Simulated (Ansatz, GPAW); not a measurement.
# Cutoff, mesh and smearing for Y2CO2 MXene monolayer, part 2 of 3

Wanted: a convergence study on the slab Y2CO2 MXene monolayer.

GPAW 26.7.0 and Ansatz 0.2.0; Ansatz plane waves; layer without images along its normal, relaxation of atoms and in-plane cell (the session's first sound run).

So far. Step 2 (Relaxing the atoms): The relaxation lowered the energy of the cell by 2.40 eV.

## Step 3: The slab's potential

The work function is the vacuum plateau of the electrostatic potential less the Fermi level; a dipole layer lets the two faces have plateaus of their own.

This step: GPAW, PAW setups; slab in vacuum (GPAW 26.7.0).

The cell differs from the one that the last finished run ended in (c 34.325 → 21.049 Å).

The input, run.py:

```python
import json
import numpy as np
from ase import Atoms
from gpaw import GPAW, PW

slab = Atoms(
    ['O', 'Y', 'C', 'Y', 'O'],
    positions=[
        [0.00000, 2.03738, 8.00000],
        [1.76443, 1.01869, 8.74443],
        [0.00000, -0.00000, 10.52468],
        [0.00000, 2.03738, 12.30493],
        [1.76443, 1.01869, 13.04936]],
    cell=[[3.52885, 0.0, 0.0], [-1.76443, 3.05608, -0.0], [0.0, -0.0, 21.0494]],
    pbc=[True, True, False])

slab.calc = GPAW(mode=PW(500), xc='PBE', kpts={'size': (9, 9, 1), 'gamma': True},
                 occupations={'name': 'fermi-dirac', 'width': 0.05}, nbands='160%',
                 convergence={'density': 1e-05}, maxiter=200,
                 poissonsolver={'dipolelayer': 'xy'},
                 symmetry={'tolerance': 1e-3}, txt='slab.txt')
result = {}
energy = slab.get_potential_energy()
fermi = slab.calc.get_fermi_level()
v = slab.calc.get_electrostatic_potential().mean((0, 1)) - fermi
n = slab.calc.get_pseudo_density().mean((0, 1))
L = slab.cell[2, 2]
z = np.arange(len(v)) * L / len(v)
low, high = slab.positions[:, 2].min(), slab.positions[:, 2].max()
below, above = np.interp([low - 5.8, high + 5.8], z, v)
slopes = [np.interp(x, z, np.gradient(v, z)) for x in (low - 5.8, high + 5.8)]
eps = np.array([[slab.calc.get_eigenvalues(k, s) for k in range(len(slab.calc.get_ibz_k_points()))]
                for s in range(slab.calc.get_number_of_spins())]) - fermi
top, bottom = eps[eps < 0].max(), eps[eps > 0].min()
dipole = slab.get_dipole_moment()[2]
print(f'energy {energy:.4f} eV, Fermi level {fermi:.4f} eV, dipole {dipole:.5f} e A')
print(f'potential 5.8 A off the faces, from the Fermi level: lower {below:.4f} eV, upper {above:.4f} eV')
print(f'slope of the potential there: lower {slopes[0]:.5f}, upper {slopes[1]:.5f} eV/A')
print(f'nearest levels on the mesh: {top:.4f} and {bottom:.4f} eV')
print('magnetic moment', round(slab.get_magnetic_moment(), 3))
result.update(energy=energy, fermi=fermi, dipole=dipole, below=below, above=above, slopes=slopes, edges=[top, bottom],
              z=z.tolist(), v=v.tolist(), n=n.tolist(), positions=slab.positions.tolist(),
              forces=slab.get_forces(apply_constraint=False).tolist(), moments=slab.get_magnetic_moments().tolist())
json.dump(result, open('result.json', 'w'))
```

On the command line:

```
OMP_NUM_THREADS=1 OPENBLAS_NUM_THREADS=1 python run.py
```

The log of the run:

```text
energy -36.8289 eV, Fermi level -1.7405 eV, dipole -0.00059 e A
potential 5.8 A off the faces, from the Fermi level: lower 5.6980 eV, upper 5.7081 eV
slope of the potential there: lower -0.00017, upper 0.00017 eV/A
nearest levels on the mesh: -0.0145 and 0.0341 eV
magnetic moment 0.0
```

The job ended after 29 s (1 thread of AMD EPYC 7R32 (Zen 2), shared host; peak memory 0.25 GiB).

Numbers from this step:

- dipole along the normal: -5.92e-4 e·Å
- levels nearest the Fermi level on the mesh: -0.01447, 0.03414 eV from the Fermi level
- upper work function: 5.708 eV
- lower work function: 5.698 eV

Electrostatic potential energy of an electron (without an applied field's), less the Fermi level, planar mean against z:

z (Å), electrostatic potential energy of an electron (without an applied field's), less the Fermi level, planar mean (eV) and a bar from the least value:
```
        0        5.7 ##############################
        1        5.7 ##############################
        2        5.7 ##############################
        3        5.7 ##############################
        4        5.7 ##############################
        5        5.7 ##############################
        6        5.7 ##############################
        7        4.8 #############################
        8      -11.3 ####
        9      -13.8 
       10       -0.1 #####################
       11       -0.4 #####################
       12      -12.7 ##
       13      -12.0 ###
       14        4.7 ############################
       15        5.7 ##############################
       16        5.7 ##############################
       17        5.7 ##############################
       18        5.7 ##############################
       19        5.7 ##############################
       20        5.7 ##############################
```

The pseudo valence density, planar mean oscillates, so the rows of the table below give means over windows of 1 Å about each position, cut where the curve ends. Its maxima inside the range that stand out by 2 % of the span (Å: e/Å³): 8.6: 0.953, 10.7: 0.321, 12.4: 0.953. Its minima: 9.8: 0.213, 11.3: 0.213.

The pseudo valence density, planar mean by z; means over each step:

| z (Å) | pseudo valence density, planar mean (e/Å³) |
| --- | --- |
| 4 | 7.6e-6 |
| 5 | 1.4e-4 |
| 6 | 0.00315 |
| 7 | 0.0853 |
| 8 | 0.736 |
| 9 | 0.661 |
| 10 | 0.268 |
| 11 | 0.271 |
| 12 | 0.628 |
| 13 | 0.764 |
| 14 | 0.102 |
| 15 | 0.00361 |
| 16 | 1.7e-4 |
| 17 | 8.9e-6 |

Force by atom:

| atom | x (eV/Å) | y (eV/Å) | z (eV/Å) | size |
| --- | --- | --- | --- | --- |
| O1 | 0.0000 | 0.0000 | 0.0780 | 0.0780 |
| Y2 | 0.0000 | 0.0000 | -0.0415 | 0.0415 |
| C3 | 0.0000 | 0.0000 | 0.0000 | 0.0000 |
| Y4 | 0.0000 | 0.0000 | 0.0415 | 0.0415 |
| O5 | 0.0000 | 0.0000 | -0.0780 | 0.0780 |

The potential is flat to 1.7e-4 eV/Å where it is read, so the vacuum is wide enough. The geometry is the other program's minimum; here the largest force on a free atom is 0.078 eV/Å.

## Step 4: Cutoff 200

The cutoff limits how sharply the smooth valence waves can vary, which tells mostly near the atoms.

run.py, as its differences from that of step 3:

```diff
@@ -16,3 +16,3 @@
 
-slab.calc = GPAW(mode=PW(500), xc='PBE', kpts={'size': (9, 9, 1), 'gamma': True},
+slab.calc = GPAW(mode=PW(200), xc='PBE', kpts={'size': (9, 9, 1), 'gamma': True},
                  occupations={'name': 'fermi-dirac', 'width': 0.05}, nbands='160%',
```

The log of the run:

```text
energy 11.6596 eV, Fermi level -1.4352 eV, dipole -0.00061 e A
potential 5.8 A off the faces, from the Fermi level: lower 5.5879 eV, upper 5.5983 eV
slope of the potential there: lower -0.01372, upper 0.01372 eV/A
nearest levels on the mesh: -0.0280 and 0.0377 eV
magnetic moment 0.0
```

Run time: 12 s. Hardware: 1 thread; peak memory 0.15 GiB.

The run finished. A setting was moved off its sound value on purpose, so it serves as a test and not as the result.

The fault put into the input: a cutoff under that of the base run: the energy of the cell lies 48 eV from the base value (ecut = 200).

The two runs compared:

| quantity | this run | sound run | difference |
| --- | --- | --- | --- |
| upper work function (eV) | 5.5983 | 5.7081 | -0.110 |
| lower work function (eV) | 5.5879 | 5.6980 | -0.110 |

The two runs differ clearly in the lower work function: 5.59 eV against 5.70 eV.

## Step 5: Cutoff 300

The cutoff limits how sharply the smooth valence waves can vary, which tells mostly near the atoms.

run.py, as its differences from that of step 4:

```diff
@@ -16,3 +16,3 @@
 
-slab.calc = GPAW(mode=PW(200), xc='PBE', kpts={'size': (9, 9, 1), 'gamma': True},
+slab.calc = GPAW(mode=PW(300), xc='PBE', kpts={'size': (9, 9, 1), 'gamma': True},
                  occupations={'name': 'fermi-dirac', 'width': 0.05}, nbands='160%',
```

The log of the run:

```text
energy -23.0166 eV, Fermi level -1.6938 eV, dipole -0.00060 e A
potential 5.8 A off the faces, from the Fermi level: lower 5.7027 eV, upper 5.7130 eV
slope of the potential there: lower -0.00320, upper 0.00320 eV/A
nearest levels on the mesh: -0.0146 and 0.0273 eV
magnetic moment 0.0
```

Wall time 16 s (1 thread); peak memory 0.18 GiB.

The run finished. A setting was moved off its sound value on purpose, so it serves as a test and not as the result.

The fault put into the input: a cutoff under that of the base run: the energy of the cell lies 14 eV from the base value (ecut = 300).

Side by side:

| quantity | this run | sound run | difference |
| --- | --- | --- | --- |
| upper work function (eV) | 5.7130 | 5.7081 | 0.00487 |
| lower work function (eV) | 5.7027 | 5.6980 | 0.00477 |

## Step 6: Cutoff 700: ecut = 700

The cutoff limits how sharply the smooth valence waves can vary, which tells mostly near the atoms.

run.py, as its differences from that of step 5:

```diff
@@ -16,3 +16,3 @@
 
-slab.calc = GPAW(mode=PW(300), xc='PBE', kpts={'size': (9, 9, 1), 'gamma': True},
+slab.calc = GPAW(mode=PW(700), xc='PBE', kpts={'size': (9, 9, 1), 'gamma': True},
                  occupations={'name': 'fermi-dirac', 'width': 0.05}, nbands='160%',
```

The log of the run:

```text
energy -37.6751 eV, Fermi level -1.7412 eV, dipole -0.00059 e A
potential 5.8 A off the faces, from the Fermi level: lower 5.6961 eV, upper 5.7063 eV
slope of the potential there: lower -0.00017, upper 0.00017 eV/A
nearest levels on the mesh: -0.0149 and 0.0345 eV
magnetic moment 0.0
```

Wall time 68 s (1 thread); peak memory 0.35 GiB.

Numbers from this step:

```yaml
dipole_along_the_normal: -5.91e-4 e·Å
levels_nearest_the_fermi_level_on_the_mesh: -0.01492, 0.03454 eV from the Fermi level
upper_work_function: 5.706 eV
lower_work_function: 5.696 eV
```

Electrostatic potential energy of an electron (without an applied field's), less the Fermi level, planar mean against z:

| z (Å) | electrostatic potential energy of an electron (without an applied field's), less the Fermi level, planar mean (eV) |
| --- | --- |
| 0.0 | 5.70 |
| 0.5 | 5.70 |
| 1.0 | 5.70 |
| 1.5 | 5.70 |
| 2.0 | 5.70 |
| 2.5 | 5.70 |
| 3.0 | 5.70 |
| 3.5 | 5.70 |
| 4.0 | 5.70 |
| 4.5 | 5.70 |
| 5.0 | 5.69 |
| 5.5 | 5.69 |
| 6.0 | 5.66 |
| 6.5 | 5.51 |
| 7.0 | 4.82 |
| 7.5 | 1.16 |
| 8.0 | -11.3 |
| 8.5 | -15.5 |
| 9.0 | -13.8 |
| 9.5 | -2.87 |
| 10.0 | -0.116 |
| 10.5 | -5.93 |
| 11.0 | -0.385 |
| 11.5 | -2.19 |
| 12.0 | -12.7 |
| 12.5 | -16.0 |
| 13.0 | -12.0 |
| 13.5 | 0.355 |
| 14.0 | 4.68 |
| 14.5 | 5.50 |
| 15.0 | 5.66 |
| 15.5 | 5.70 |
| 16.0 | 5.70 |
| 16.5 | 5.71 |
| 17.0 | 5.71 |
| 17.5 | 5.71 |
| 18.0 | 5.71 |
| 18.5 | 5.71 |
| 19.0 | 5.71 |
| 19.5 | 5.71 |
| 20.0 | 5.71 |
| 20.5 | 5.71 |

Pseudo valence density, planar mean against z:

z (Å), pseudo valence density, planar mean (e/Å³) and a bar:
```
      4.5      0.000 
      5.0      0.000 
      5.5      0.000 
      6.0      0.002 
      6.5      0.010 
      7.0      0.051 ##
      7.5      0.294 #########
      8.0      0.839 ###########################
      8.5      0.926 ##############################
      9.0      0.701 ######################
      9.5      0.258 ########
     10.0      0.256 ########
     10.5      0.320 ##########
     11.0      0.269 #########
     11.5      0.243 ########
     12.0      0.643 #####################
     12.5      0.938 ##############################
     13.0      0.861 ############################
     13.5      0.348 ###########
     14.0      0.062 ##
     14.5      0.011 
     15.0      0.002 
     15.5      0.001 
     16.0      0.000 
     16.5      0.000
```

Force by atom:

| atom | x (eV/Å) | y (eV/Å) | z (eV/Å) | size |
| --- | --- | --- | --- | --- |
| O1 | 0.0000 | 0.0000 | 0.0586 | 0.0586 |
| Y2 | 0.0000 | 0.0000 | -0.0495 | 0.0495 |
| C3 | 0.0000 | 0.0000 | 0.0000 | 0.0000 |
| Y4 | 0.0000 | 0.0000 | 0.0495 | 0.0495 |
| O5 | 0.0000 | 0.0000 | -0.0586 | 0.0586 |

The upper face's work function is 5.706 eV, against 5.708 eV in the first plane-wave PBE run at this geometry.

## Step 7: K mesh 3×3

The mesh in the plane samples the bands: a metal's Fermi level needs it dense, and band edges must lie on it.

run.py, as its differences from that of step 6:

```diff
@@ -16,3 +16,3 @@
 
-slab.calc = GPAW(mode=PW(700), xc='PBE', kpts={'size': (9, 9, 1), 'gamma': True},
+slab.calc = GPAW(mode=PW(500), xc='PBE', kpts={'size': (3, 3, 1), 'gamma': True},
                  occupations={'name': 'fermi-dirac', 'width': 0.05}, nbands='160%',
```

The log of the run:

```text
energy -37.0620 eV, Fermi level -1.9280 eV, dipole -0.00059 e A
potential 5.8 A off the faces, from the Fermi level: lower 5.9274 eV, upper 5.9375 eV
slope of the potential there: lower -0.00018, upper 0.00018 eV/A
nearest levels on the mesh: -0.0808 and 0.3679 eV
magnetic moment 0.0
```

Wall time 12 s (1 thread); peak memory 0.23 GiB.

The run finished with changed settings (kpts = [3, 3]); it serves as a test.

The two runs compared:

| quantity | this run | sound run | difference |
| --- | --- | --- | --- |
| upper work function (eV) | 5.9375 | 5.7081 | 0.229 |
| lower work function (eV) | 5.9274 | 5.6980 | 0.229 |

One result that differs is the lower work function, 5.93 eV against 5.70 eV.

## Step 8: K mesh 5×5

The mesh in the plane samples the bands: a metal's Fermi level needs it dense, and band edges must lie on it.

run.py, as its differences from that of step 7:

```diff
@@ -16,3 +16,3 @@
 
-slab.calc = GPAW(mode=PW(500), xc='PBE', kpts={'size': (3, 3, 1), 'gamma': True},
+slab.calc = GPAW(mode=PW(500), xc='PBE', kpts={'size': (5, 5, 1), 'gamma': True},
                  occupations={'name': 'fermi-dirac', 'width': 0.05}, nbands='160%',
```

The log of the run:

```text
energy -36.8020 eV, Fermi level -1.7517 eV, dipole -0.00059 e A
potential 5.8 A off the faces, from the Fermi level: lower 5.6982 eV, upper 5.7083 eV
slope of the potential there: lower -0.00017, upper 0.00017 eV/A
nearest levels on the mesh: -0.1213 and 0.0574 eV
magnetic moment 0.0
```

Run time: 15 s. Hardware: 1 thread; peak memory 0.23 GiB.

The run finished with changed settings (kpts = [5, 5]); it serves as a test.

Side by side:

| quantity | this run | sound run | difference |
| --- | --- | --- | --- |
| upper work function (eV) | 5.7083 | 5.7081 | 2.3e-4 |
| lower work function (eV) | 5.6982 | 5.6980 | 2.3e-4 |

## Step 9: K mesh 14×14: kpts = [14, 14]

The mesh in the plane samples the bands: a metal's Fermi level needs it dense, and band edges must lie on it.

run.py, as its differences from that of step 8:

```diff
@@ -16,3 +16,3 @@
 
-slab.calc = GPAW(mode=PW(500), xc='PBE', kpts={'size': (5, 5, 1), 'gamma': True},
+slab.calc = GPAW(mode=PW(500), xc='PBE', kpts={'size': (14, 14, 1), 'gamma': True},
                  occupations={'name': 'fermi-dirac', 'width': 0.05}, nbands='160%',
```

The log of the run:

```text
energy -36.8274 eV, Fermi level -1.7447 eV, dipole -0.00059 e A
potential 5.8 A off the faces, from the Fermi level: lower 5.7010 eV, upper 5.7112 eV
slope of the potential there: lower -0.00017, upper 0.00017 eV/A
nearest levels on the mesh: -0.0194 and 0.0332 eV
magnetic moment 0.0
```

Wall time 50 s (1 thread); peak memory 0.3 GiB.

This step gave:

* dipole along the normal: -5.92e-4 e·Å
* levels nearest the Fermi level on the mesh: -0.01936, 0.03324 eV from the Fermi level
* upper work function: 5.711 eV
* lower work function: 5.701 eV

The upper face's work function is 5.711 eV, against 5.708 eV in the first plane-wave PBE run at this geometry.

## Step 10: Scheme Fermi-Dirac, smearing 0.01

Smearing changes the occupations near the Fermi level, and with them the level itself. Smearing helps the SCF of a metal converge, but it blurs occupations at band edges near the Fermi level.

run.py, as its differences from that of step 9:

```diff
@@ -16,4 +16,4 @@
 
-slab.calc = GPAW(mode=PW(500), xc='PBE', kpts={'size': (14, 14, 1), 'gamma': True},
-                 occupations={'name': 'fermi-dirac', 'width': 0.05}, nbands='160%',
+slab.calc = GPAW(mode=PW(500), xc='PBE', kpts={'size': (9, 9, 1), 'gamma': True},
+                 occupations={'name': 'fermi-dirac', 'width': 0.01}, nbands='160%',
                  convergence={'density': 1e-05}, maxiter=200,
```

The log of the run:

```text
energy -36.8264 eV, Fermi level -1.7356 eV, dipole -0.00059 e A
potential 5.8 A off the faces, from the Fermi level: lower 5.6938 eV, upper 5.7039 eV
slope of the potential there: lower -0.00017, upper 0.00017 eV/A
nearest levels on the mesh: -0.0180 and 0.0287 eV
magnetic moment 0.0
```

Wall time 29 s (1 thread); peak memory 0.25 GiB.

This step gave:

- levels nearest the Fermi level on the mesh: -0.01795, 0.02870 eV from the Fermi level
- upper work function: 5.704 eV
- lower work function: 5.694 eV

The electrostatic potential energy of an electron (without an applied field's), less the Fermi level, planar mean by z:

| z (Å) | electrostatic potential energy of an electron (without an applied field's), less the Fermi level, planar mean (eV) |
| --- | --- |
| 0 | 5.70 |
| 1 | 5.69 |
| 2 | 5.69 |
| 3 | 5.69 |
| 4 | 5.69 |
| 5 | 5.69 |
| 6 | 5.65 |
| 7 | 4.81 |
| 8 | -11.3 |
| 9 | -13.7 |
| 10 | -0.158 |
| 11 | -0.407 |
| 12 | -12.7 |
| 13 | -12.0 |
| 14 | 4.68 |
| 15 | 5.66 |
| 16 | 5.70 |
| 17 | 5.70 |
| 18 | 5.70 |
| 19 | 5.70 |
| 20 | 5.70 |

The upper face's work function is 5.704 eV, against 5.708 eV in the first plane-wave PBE run at this geometry.

[end of part 2 of 3]

[Logs are printed without paths, hosts, clocks, repeated set-up lines and the standing remarks that a program may print on its own settings, such as how far it seeks lower states.]

[Hosts, paths, dates, database ids (printed as entryN), source tags and the programs' standing remarks are cut or masked in the printed files.]
